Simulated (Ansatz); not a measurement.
# Ca on Pd(111): change of the work function

Wanted: Δφ(θ) for Ca/Pd(111), starting from the fcc site.

Program: Ansatz 0.2.0. Level of theory: plane-wave DFT, PBE, Ansatz PAW. Results are calculated unless marked as measured.

### 1. Set-up

The cell holds 4 atoms: 4 Pd. Cell: a = 2.751 Å, b = 2.751 Å, c = 24.738 Å, α = 90.0°, β = 90.0°, γ = 60.0°. Vacuum lies along c.

### 2. The clean slab

The bare slab comes first, as the zero from which every change is counted. The two lowest layers are held at bulk places and the upper ones relax. The dipole correction removes the false field that a one-sided slab makes across the periodic vacuum, so each face gets a flat vacuum level of its own.

The input, input.yaml:

```yaml
crystal:
  lattice:
    - [2.7506453788, 0.0, 0.0]
    - [1.3753226894, 2.3821287749, 0.0]
    - [0.0, 0.0, 24.7376776414]
  atoms:
    - { symbol: Pd, position: [0.0, 0.0, 0.3638174986] }
    - { symbol: Pd, position: [0.3333333333, 0.3333333333, 0.4546058329] }
    - { symbol: Pd, position: [0.6666666667, 0.6666666667, 0.5453941671] }
    - { symbol: Pd, position: [0.0, 0.0, 0.6361825014] }
kpoints:
  mp_grid: { grid: [12, 12, 1] }
hamiltonian:
  xc: pbe
scf:
  occupations: { method: fermi_dirac, width: 0.1 }
  convergence: { dr2_threshold: 1.0e-08 }
efield:
  axis: 3
  dipole_correction: true
  ramp_position: 0.97
  ramp_width: 0.06
relax:
  f_tol: 0.02
  max_steps: 60
  constraints: [{ sites: [0, 1] }]
output:
  write_potential: true
  write_density: true
  volumetric_format: npy
```

Started as:

```sh
ansatz run input.yaml --threads 4 --pin off --max-ram 16384MiB --backend cpu --events-out ev --progress --plain --runs-dir out
```

Numbers of over 12 decimals in the logs are rounded to 6 here.

The program printed:

```text
Engine: ansatz 0.2.0, aarch64-unknown-linux-gnu
Pseudopotentials: kind: paw
Pseudopotential: Pd, paw, valence charge 18, recommended cutoff 420 eV (normal), Pd.paw.azcp
Functional definition: PBE
  parameter kappa = 0.804
  parameter beta = 0.066725
  exchange = pbe_x(kappa = kappa, mu = beta*pi^2/3)
  correlation = pbe_c(beta = beta)
Crystal: 4 atoms, lattice volume = 162.091 Å³
Basis set: ecut = 420 eV, 3173 PW (Γ), exchange–correlation on 40×40×360 points (8 copies of the dense FFT grid, shifted against one another)
Bands: 44, of which v1, the nominal top of the filled ones, is band 36 counted from 1 (35 counted from 0)
Symmetry: 6 space group operations
k-points: 19 of 144 (time reversal used)
Non-local potential: Pd, projectors of the file, l = 0: 2, l = 1: 2, l = 2: 2, l = 3: 1
PAW form: soft (Blöchl's): semilocal exchange-correlation on the pseudo side does not see the compensation charge
PAW one-centre angular grid: Pd, 590 points (default); XC on 64 Gauss nodes
Initial density: superposition of atomic densities (neutral atoms: chi_scale 0, normalization atom), corrected by the library's trained network
Initial wavefunctions: pseudopotential atomic-orbital guess
Functional: x = pbe(κ = 0.804, μ = 0.219515), c = pbe(β = 0.066725)
SCF iter   1: F=—  HF=-27890.455168 eV  |F-HF|=—  |Δ(HF+E_count)|=         —  Δρ=1.07e-2  dr2=1.28e0  ethr=1.77e-3  p=0.000 e·Å  D=6.33e-14 V/Å  ΔV_dip=-0.00 eV  dr2_dipole=3.98e-8  V_vac-E_F(+/−)=4.91/4.91 eV  ⟨swp⟩=8.8  Hψ=3801  notcnv=0  defer=5
efield: sawtooth ramp at fractional position 0.9700 (set: `efield.ramp_position`, or a place that a band, a saddle search or an elastic batch's reference lends), width 0.0600; the density the first Hamiltonian is built on has a dipole p = 0.000 e·Å; the dipole correction subtracts the counter field D = 6.33e-14 V/Å, which shifts the + side's vacuum level by -0.00 eV against the − side's; the planar-averaged density in the ramp window peaks in size at 1.0e-5 e/Å³
preconditioner: auto → LDOS  [metal: Δε(μ)=0.013 eV  Ē_g=7.392 eV  σ=0.100 eV  W_gap=0.03  n_scr=18 (ndim 8)  ℏωp=18.4 eV  f_vac=0.591  D(μ)=8.60/eV (n_scr^D=102)  β→1.0]
SCF iter   2: F=—  HF=-27890.433596 eV  |F-HF|=—  |Δ(HF+E_count)|=   2.16e-2  Δρ=7.31e-3  dr2=1.75e-1  ethr=1.77e-3  p=0.000 e·Å  D=1.46e-6 V/Å  ΔV_dip=-0.00 eV  dr2_dipole=8.34e-8  V_vac-E_F(+/−)=5.24/5.24 eV  ⟨swp⟩=2.3  Hψ=1056  notcnv=0  defer=19
SCF iter   3: F=—  HF=-27890.425873 eV  |F-HF|=—  |Δ(HF+E_count)|=   7.72e-3  Δρ=2.98e-3  dr2=1.13e-1  ethr=2.44e-4  p=-0.000 e·Å  D=-3.12e-6 V/Å  ΔV_dip=0.00 eV  dr2_dipole=6.87e-8  V_vac-E_F(+/−)=5.17/5.17 eV  ⟨swp⟩=2.2  Hψ=1106  notcnv=0  defer=23
SCF iter   4: F=—  HF=-27890.422750 eV  |F-HF|=—  |Δ(HF+E_count)|=   3.12e-3  Δρ=6.69e-4  dr2=1.33e-3  ethr=1.57e-4  p=-0.000 e·Å  D=-9.11e-6 V/Å  ΔV_dip=0.00 eV  dr2_dipole=1.17e-8  V_vac-E_F(+/−)=5.25/5.25 eV  ⟨swp⟩=1.6  Hψ=832  notcnv=0  defer=23
SCF iter   5: F=—  HF=-27890.423193 eV  |F-HF|=—  |Δ(HF+E_count)|=   4.43e-4  Δρ=1.74e-4  dr2=5.12e-5  ethr=1.85e-6  p=-0.000 e·Å  D=-1.21e-6 V/Å  ΔV_dip=0.00 eV  dr2_dipole=2.43e-10  V_vac-E_F(+/−)=5.25/5.25 eV  ⟨swp⟩=2.1  Hψ=1258  notcnv=0  defer=23
SCF iter   6: F=—  HF=-27890.423233 eV  |F-HF|=—  |Δ(HF+E_count)|=   3.95e-5  Δρ=4.92e-5  dr2=8.06e-6  ethr=7.11e-8  p=-0.000 e·Å  D=-9.74e-7 V/Å  ΔV_dip=0.00 eV  dr2_dipole=6.60e-11  V_vac-E_F(+/−)=5.24/5.24 eV  ⟨swp⟩=2.5  Hψ=1397  notcnv=0  defer=23
SCF iter   7: F=—  HF=-27890.423234 eV  |F-HF|=—  |Δ(HF+E_count)|=   1.15e-6  Δρ=1.81e-5  dr2=4.03e-7  ethr=1.12e-8  p=-0.000 e·Å  D=-6.48e-7 V/Å  ΔV_dip=0.00 eV  dr2_dipole=1.00e-11  V_vac-E_F(+/−)=5.24/5.24 eV  ⟨swp⟩=3.2  Hψ=1510  notcnv=0  defer=20
SCF iter   8: F=—  HF=-27890.423235 eV  |F-HF|=—  |Δ(HF+E_count)|=   1.67e-6  Δρ=6.07e-6  dr2=5.44e-8  ethr=5.59e-10  p=-0.000 e·Å  D=-2.98e-7 V/Å  ΔV_dip=0.00 eV  dr2_dipole=2.98e-13  V_vac-E_F(+/−)=5.24/5.24 eV  ⟨swp⟩=2.6  Hψ=1458  notcnv=0  defer=20
SCF iter   9: F=-27890.423236 eV  HF=-27890.423236 eV  |F-HF|=1.10e-8  |Δ(HF+E_count)|=   2.61e-7  Δρ=1.39e-6  dr2=5.24e-9  ethr=1.39e-11  p=-0.000 e·Å  D=-1.17e-7 V/Å  ΔV_dip=0.00 eV  dr2_dipole=1.01e-13  V_vac-E_F(+/−)=5.24/5.24 eV  ⟨swp⟩=9.9  Hψ=5869  notcnv=0
SCF 1 converged in 9 iterations: F = -27890.423236 eV  dr2 = 5.24e-9
  greatest PAW one-centre occupation: 0.999 electrons in one spin orbital (limit 2), on the Pd atom at site 3 (counted from 0), in its partial waves of l = 0
relax step   1: F+E_penalty+E_count = -27890.42323570 eV  Δ(F+E_penalty+E_count) = +0.000e0 eV  max|allowed force component| = 3.166e-1 eV/Å  Δτ_max = 0.0000 Å  (9 SCF iters, accepted)
Initial density: handed on by an earlier stage of this run
Initial wavefunctions: those handed on with the density
iter 1 solved again at ethr=2.12e-4 eV; its pass at ethr=3.10e-3 eV (dr2=1.53e-1 eV) is discarded
SCF iter   1: F=—  HF=-27890.473008 eV  |F-HF|=—  |Δ(HF+E_count)|=         —  Δρ=1.03e-2  dr2=1.69e-1  ethr=2.12e-4  p=-0.000 e·Å  D=-1.13e-6 V/Å  ΔV_dip=0.00 eV  dr2_dipole=2.24e-3  V_vac-E_F(+/−)=5.27/5.27 eV  ⟨swp⟩=1.9  Hψ=3276  notcnv=0  defer=23
efield: sawtooth ramp at fractional position 0.9700 (set: `efield.ramp_position`, or a place that a band, a saddle search or an elastic batch's reference lends), width 0.0600; the density the first Hamiltonian is built on has a dipole p = -0.000 e·Å; the dipole correction subtracts the counter field D = -1.13e-6 V/Å, which shifts the + side's vacuum level by +0.00 eV against the − side's; the planar-averaged density in the ramp window peaks in size at 5.9e-6 e/Å³
preconditioner: auto → LDOS  [metal: Δε(μ)=0.027 eV  Ē_g=7.480 eV  σ=0.100 eV  W_gap=0.07  n_scr=18 (ndim 8)  ℏωp=18.4 eV  f_vac=0.586  D(μ)=8.63/eV (n_scr^D=102)  β→1.0]
SCF iter   2: F=—  HF=-27890.485252 eV  |F-HF|=—  |Δ(HF+E_count)|=   1.22e-2  Δρ=8.04e-3  dr2=2.31e-1  ethr=2.12e-4  p=0.009 e·Å  D=1.02e-2 V/Å  ΔV_dip=-0.25 eV  dr2_dipole=2.06e-2  V_vac-E_F(+/−)=5.00/5.25 eV  ⟨swp⟩=3.1  Hψ=1628  notcnv=0  defer=23
SCF iter   3: F=—  HF=-27890.436922 eV  |F-HF|=—  |Δ(HF+E_count)|=   4.83e-2  Δρ=1.43e-3  dr2=7.38e-3  ethr=2.12e-4  p=-0.000 e·Å  D=-2.15e-5 V/Å  ΔV_dip=0.00 eV  dr2_dipole=1.42e-3  V_vac-E_F(+/−)=5.26/5.25 eV  ⟨swp⟩=2.2  Hψ=1432  notcnv=0  defer=23
SCF iter   4: F=—  HF=-27890.436362 eV  |F-HF|=—  |Δ(HF+E_count)|=   5.60e-4  Δρ=7.26e-4  dr2=1.35e-3  ethr=1.03e-5  p=-0.000 e·Å  D=-2.56e-4 V/Å  ΔV_dip=0.01 eV  dr2_dipole=1.69e-4  V_vac-E_F(+/−)=5.26/5.25 eV  ⟨swp⟩=2.6  Hψ=1517  notcnv=0  defer=23
[...]
SCF iter   9: F=—  HF=-27890.436094 eV  |F-HF|=—  |Δ(HF+E_count)|=   1.66e-6  Δρ=6.83e-6  dr2=2.04e-7  ethr=3.69e-9  p=-0.001 e·Å  D=-1.18e-3 V/Å  ΔV_dip=0.03 eV  dr2_dipole=1.91e-9  V_vac-E_F(+/−)=5.28/5.25 eV  ⟨swp⟩=1.6  Hψ=936  notcnv=0  defer=23
SCF iter  10: F=—  HF=-27890.436094 eV  |F-HF|=—  |Δ(HF+E_count)|=   1.41e-7  Δρ=2.36e-6  dr2=2.45e-8  ethr=2.83e-10  p=-0.001 e·Å  D=-1.18e-3 V/Å  ΔV_dip=0.03 eV  dr2_dipole=5.00e-10  V_vac-E_F(+/−)=5.28/5.25 eV  ⟨swp⟩=1.9  Hψ=1008  notcnv=0  defer=23
SCF iter  11: F=-27890.436094 eV  HF=-27890.436094 eV  |F-HF|=3.60e-9  |Δ(HF+E_count)|=   2.10e-8  Δρ=9.21e-7  dr2=4.42e-9  ethr=1.39e-11  p=-0.001 e·Å  D=-1.17e-3 V/Å  ΔV_dip=0.03 eV  dr2_dipole=6.45e-12  V_vac-E_F(+/−)=5.28/5.25 eV  ⟨swp⟩=9.1  Hψ=5455  notcnv=0
SCF 2 converged in 11 iterations: F = -27890.436094 eV  dr2 = 4.42e-9
  greatest PAW one-centre occupation: 0.999 electrons in one spin orbital (limit 2), on the Pd atom at site 0 (counted from 0), in its partial waves of l = 0
relax step   2: F+E_penalty+E_count = -27890.43609399 eV  Δ(F+E_penalty+E_count) = -1.286e-2 eV  max|allowed force component| = 1.195e-1 eV/Å  Δτ_max = 0.1491 Å  (11 SCF iters, accepted)
SCF iter   1: F=—  HF=-27890.441862 eV  |F-HF|=—  |Δ(HF+E_count)|=         —  Δρ=3.46e-3  dr2=5.32e-2  ethr=1.86e-4  p=-0.001 e·Å  D=-1.17e-3 V/Å  ΔV_dip=0.03 eV  dr2_dipole=1.25e-2  V_vac-E_F(+/−)=5.27/5.24 eV  ⟨swp⟩=3.7  Hψ=1882  notcnv=0  defer=23
efield: sawtooth ramp at fractional position 0.9700 (set: `efield.ramp_position`, or a place that a band, a saddle search or an elastic batch's reference lends), width 0.0600; the density the first Hamiltonian is built on has a dipole p = -0.001 e·Å; the dipole correction subtracts the counter field D = -1.17e-3 V/Å, which shifts the + side's vacuum level by +0.03 eV against the − side's; the planar-averaged density in the ramp window peaks in size at 4.1e-6 e/Å³
preconditioner: auto → LDOS  [metal: Δε(μ)=0.005 eV  Ē_g=7.445 eV  σ=0.100 eV  W_gap=0.01  n_scr=18 (ndim 8)  ℏωp=18.4 eV  f_vac=0.586  D(μ)=8.75/eV (n_scr^D=102)  β→1.0]
SCF iter   2: F=—  HF=-27890.442574 eV  |F-HF|=—  |Δ(HF+E_count)|=   7.12e-4  Δρ=2.46e-3  dr2=2.49e-2  ethr=7.39e-5  p=-0.004 e·Å  D=-4.16e-3 V/Å  ΔV_dip=0.10 eV  dr2_dipole=3.71e-3  V_vac-E_F(+/−)=5.35/5.25 eV  ⟨swp⟩=2.0  Hψ=1476  notcnv=0  defer=23
SCF iter   3: F=—  HF=-27890.438246 eV  |F-HF|=—  |Δ(HF+E_count)|=   4.33e-3  Δρ=5.40e-4  dr2=2.62e-3  ethr=3.45e-5  p=-0.001 e·Å  D=-7.90e-4 V/Å  ΔV_dip=0.02 eV  dr2_dipole=6.99e-4  V_vac-E_F(+/−)=5.27/5.25 eV  ⟨swp⟩=2.0  Hψ=1237  notcnv=0  defer=23
SCF iter   4: F=—  HF=-27890.438154 eV  |F-HF|=—  |Δ(HF+E_count)|=   9.19e-5  Δρ=2.67e-4  dr2=2.39e-4  ethr=3.64e-6  p=-0.001 e·Å  D=-8.37e-4 V/Å  ΔV_dip=0.02 eV  dr2_dipole=2.30e-5  V_vac-E_F(+/−)=5.27/5.25 eV  ⟨swp⟩=2.1  Hψ=1201  notcnv=0  defer=23
SCF iter   5: F=—  HF=-27890.438115 eV  |F-HF|=—  |Δ(HF+E_count)|=   3.93e-5  Δρ=6.91e-5  dr2=2.80e-5  ethr=3.32e-7  p=-0.001 e·Å  D=-7.61e-4 V/Å  ΔV_dip=0.02 eV  dr2_dipole=4.25e-6  V_vac-E_F(+/−)=5.27/5.25 eV  ⟨swp⟩=2.0  Hψ=1164  notcnv=0  defer=23
SCF iter   6: F=—  HF=-27890.438114 eV  |F-HF|=—  |Δ(HF+E_count)|=   9.50e-7  Δρ=3.89e-5  dr2=5.54e-6  ethr=3.89e-8  p=-0.001 e·Å  D=-7.43e-4 V/Å  ΔV_dip=0.02 eV  dr2_dipole=8.65e-8  V_vac-E_F(+/−)=5.27/5.25 eV  ⟨swp⟩=2.1  Hψ=1071  notcnv=0  defer=23
SCF iter   7: F=—  HF=-27890.438111 eV  |F-HF|=—  |Δ(HF+E_count)|=   3.36e-6  Δρ=2.05e-5  dr2=2.14e-6  ethr=7.70e-9  p=-0.001 e·Å  D=-7.64e-4 V/Å  ΔV_dip=0.02 eV  dr2_dipole=1.72e-12  V_vac-E_F(+/−)=5.27/5.25 eV  ⟨swp⟩=1.5  Hψ=905  notcnv=0  defer=23
SCF iter   8: F=—  HF=-27890.438111 eV  |F-HF|=—  |Δ(HF+E_count)|=   1.22e-7  Δρ=8.82e-6  dr2=3.83e-7  ethr=2.97e-9  p=-0.001 e·Å  D=-7.82e-4 V/Å  ΔV_dip=0.02 eV  dr2_dipole=8.94e-11  V_vac-E_F(+/−)=5.27/5.25 eV  ⟨swp⟩=1.6  Hψ=876  notcnv=0  defer=23
SCF iter   9: F=—  HF=-27890.438111 eV  |F-HF|=—  |Δ(HF+E_count)|=   1.20e-7  Δρ=2.88e-6  dr2=3.25e-8  ethr=5.32e-10  p=-0.001 e·Å  D=-7.82e-4 V/Å  ΔV_dip=0.02 eV  dr2_dipole=1.32e-10  V_vac-E_F(+/−)=5.27/5.25 eV  ⟨swp⟩=1.4  Hψ=891  notcnv=0  defer=23
SCF iter  10: F=-27890.438111 eV  HF=-27890.438111 eV  |F-HF|=9.09e-9  |Δ(HF+E_count)|=   6.31e-8  Δρ=1.12e-6  dr2=4.80e-9  ethr=1.39e-11  p=-0.001 e·Å  D=-7.77e-4 V/Å  ΔV_dip=0.02 eV  dr2_dipole=2.32e-11  V_vac-E_F(+/−)=5.27/5.25 eV  ⟨swp⟩=9.2  Hψ=5451  notcnv=0
SCF 3 converged in 10 iterations: F = -27890.438111 eV  dr2 = 4.80e-9
relax step   3: F+E_penalty+E_count = -27890.43811104 eV  Δ(F+E_penalty+E_count) = -2.017e-3 eV  max|allowed force component| = 1.002e-2 eV/Å  Δτ_max = 0.0431 Å  (10 SCF iters, accepted)
NSCF: frozen V_eff on 19 k-points
the band table was solved once a step of the walk had ended and its energy, with any forces and stress, was formed, with the checks that follow a solve (4651 applications of the Hamiltonian). They found nothing against the state; the energy, forces and stress were not computed again (output.eigenvalues in the input reference)
WARN: The input density's exchange-correlation potential varies sharply where the density is thin. Do not read a vacuum level from v_tot or v_xc, or from such a field of the output density. On a cell that repeats whose density bears no net charge and no dipole along the vacuum's axis use v_es (v_loc + v_h of the components); under efield.dipole_correction with no amplitude use v_es + v_field, which holds any external [...]
SCF converged after 10 iterations
Free energy (F): -27890.438111 eV
Harris-Foulkes:  -27890.438111 eV  (|F-HF|=9.09e-9)
Internal energy: -27890.160758 eV  (E = F + TS)
E sigma→0 (E₀):  -27890.299434 eV
Entropy (-TS):   -0.277353 eV (-69.338 meV/atom)
Fermi energy:    3.865219 eV
Dipole field:    D = -0.000784 V/Å  (p = -0.000703 e·Å, saw-weighted, corrected)
Work function:   Φ+ = 5.2682 eV   Φ− = 5.2488 eV
Levels:          The Fermi level and band energies are counted from a zero that moves with the ramp; work functions are not
--- Per-component energies (eV) ---
  E_band       = -1676.700701
  E_kinetic    = 2053.458324
  E_local      = -127765.328557  (includes V_loc(G=0)·N_el)
  E_nonlocal   = 869.748791
  E_hartree    = 62664.014762
  E_xc         = -672.789627
  E_vxc        = -843.766960  (∫ρ·V_xc dr)
  E_paw        = -15001.631602  (= ΣΔE_a)
  E_vpaw       = -1318.850886  (= ΣTr[D̂ρ^β])
  E_aug_tail   = 0.000881  (compensation charges beyond the density's cutoff)
  E_efield     = 0.000000  (sawtooth field / dipole correction)
  E_vefield    = 0.002175  (∫n·V_field dr)
  E_ewald      = 49962.366270
  E_smearing   = -0.277353  (= −TS)
  E_closure    = -0.000000  (closes the sum)
  Σ components = -27890.438111   (vs F -27890.438111, Δ=0.00e0)
--- Forces (eV/Å), atoms counted from 1 ---
  atom   1  Pd     0.00000000    -0.00000000    -0.31322260
  atom   2  Pd    -0.00000000    -0.00000000     0.30972277
  atom   3  Pd     0.00000000     0.00000000    -0.00649868
  atom   4  Pd     0.00000000     0.00000000     0.01001665
  max |Σ_I F_I| component: 1.81e-5 eV/Å
--- Band table (eV; the first three rows and the last of 19) ---
  k-point 0: bands = [... 32 lower, 2.6989, 2.9476, 2.9476, 3.4679, 3.4679, 3.7710, 3.7710, 4.2819, ... 4 higher]
  k-point 1: bands = [... 32 lower, 2.6192, 2.9508, 2.9602, 3.1225, 3.4642, 3.5262, 3.7785, 4.8762, ... 4 higher]
  k-point 2: bands = [... 32 lower, 2.5130, 2.5291, 2.9094, 2.9320, 3.4494, 3.7948, 4.0102, 5.8227, ... 4 higher]
  k-point 18: bands = [... 32 lower, 3.3435, 3.5770, 3.6104, 3.6222, 10.1875, 10.3728, 10.3815, 11.0947, ... 4 higher]
--- Relaxed structure (3 steps of the walk, 3 accepted, 0 SCFs on fresh bases) ---
  F+E_penalty+E_count = -27890.43811104 eV   max|allowed force component| = 1.002e-2 eV/Å
  atoms:
    - { symbol: Pd, position: [0.0, 0.0, 0.3638174986] }
    - { symbol: Pd, position: [0.333333, 0.333333, 0.454606] }
    - { symbol: Pd, position: [0.666667, 0.666667, 0.547339] }
    - { symbol: Pd, position: [0, 0, 0.640465] }
```

Run time: 11 s. Hardware: 4 threads of Arm Neoverse V1, shared host; peak memory 0.49 GiB.

Step by step:

```
step  energy less that of the first step (eV)  largest force component (eV/Å)
   1                                   0.0000                          0.3166
   2                                  -0.0129                          0.1195
   3                                  -0.0149                          0.0100
```

Forces are held to the 6 operations that the run works with; a distortion that breaks them can't arise in this run.

The atoms that moved most (Å):

```csv
atom,dx,dy,dz,length
Pd4,0.000,0.000,0.106,0.106
Pd3,0.000,0.000,0.048,0.048
```

Final coordinates:

```cif
data_structure
_symmetry_space_group_name_H-M 'P 1'
_symmetry_Int_Tables_number 1
_cell_length_a 2.7506
_cell_length_b 2.7506
_cell_length_c 24.7377
_cell_angle_alpha 90.000
_cell_angle_beta 90.000
_cell_angle_gamma 60.000
_cell_volume 162.09
loop_
_atom_site_label
_atom_site_type_symbol
_atom_site_fract_x
_atom_site_fract_y
_atom_site_fract_z
_atom_site_occupancy
Pd1 Pd 0.00000 0.00000 0.36382 1
Pd2 Pd 0.33333 0.33333 0.45461 1
Pd3 Pd 0.66667 0.66667 0.54734 1
Pd4 Pd 0.00000 0.00000 0.64047 1
```

This step gave:

| Quantity | Value |
| --- | --- |
| energy at zero smearing | -27890.2994 eV |
| work function, upper face | 5.268 eV |
| dipole along the normal | -7.03e-4 e·Å |

Running mean over 2.246 Å of the planar mean; the ramp of the sawtooth is left out. Table of electron's electrostatic potential energy less the Fermi level by z:

```
z (Å)  electron's electrostatic potential energy less the Fermi level (eV)
  3.5                                                                 5.25
  4.0                                                                 5.25
  4.5                                                                 5.25
  5.0                                                                 5.25
  5.5                                                                 5.23
  6.0                                                                 5.19
  6.5                                                                 5.04
  7.0                                                                 4.40
  7.5                                                                 1.79
  8.0                                                                -3.11
  8.5                                                                -7.03
  9.0                                                                -8.25
  9.5                                                                -8.43
 10.0                                                                -8.48
 10.5                                                                -8.52
 11.0                                                                -8.56
 11.5                                                                -8.51
 12.0                                                                -8.24
 12.5                                                                -8.12
 13.0                                                                -8.35
 13.5                                                                -8.50
 14.0                                                                -8.28
 14.5                                                                -7.92
 15.0                                                                -7.94
 15.5                                                                -8.20
 16.0                                                                -8.01
 16.5                                                                -6.08
 17.0                                                                -1.45
 17.5                                                                 2.94
 18.0                                                                 4.73
 18.5                                                                 5.13
 19.0                                                                 5.23
 19.5                                                                 5.26
 20.0                                                                 5.27
 20.5                                                                 5.27
 21.0                                                                 5.27
 21.5                                                                 5.27
```

The relaxation took 3 steps and lowered the energy by 0.015 eV; the largest force on the free atoms ends at 0.010 eV/Å.

The work function of the upper face is 5.27 eV.

(Part 1 of 3 ends here.)

[Logs are printed without paths, hosts, clocks, repeated set-up lines and the standing remarks that a program may print on its own settings, such as how far it seeks lower states.]

[Hosts, paths, dates, database ids (printed as entryN), source tags and the programs' standing remarks are cut or masked in the printed files.]

[Maps of the electrostatic potential energy from Ansatz leave out the sawtooth potential of an applied field or a dipole correction, so their vacuum need not be flat; planar profiles and work functions include it.]
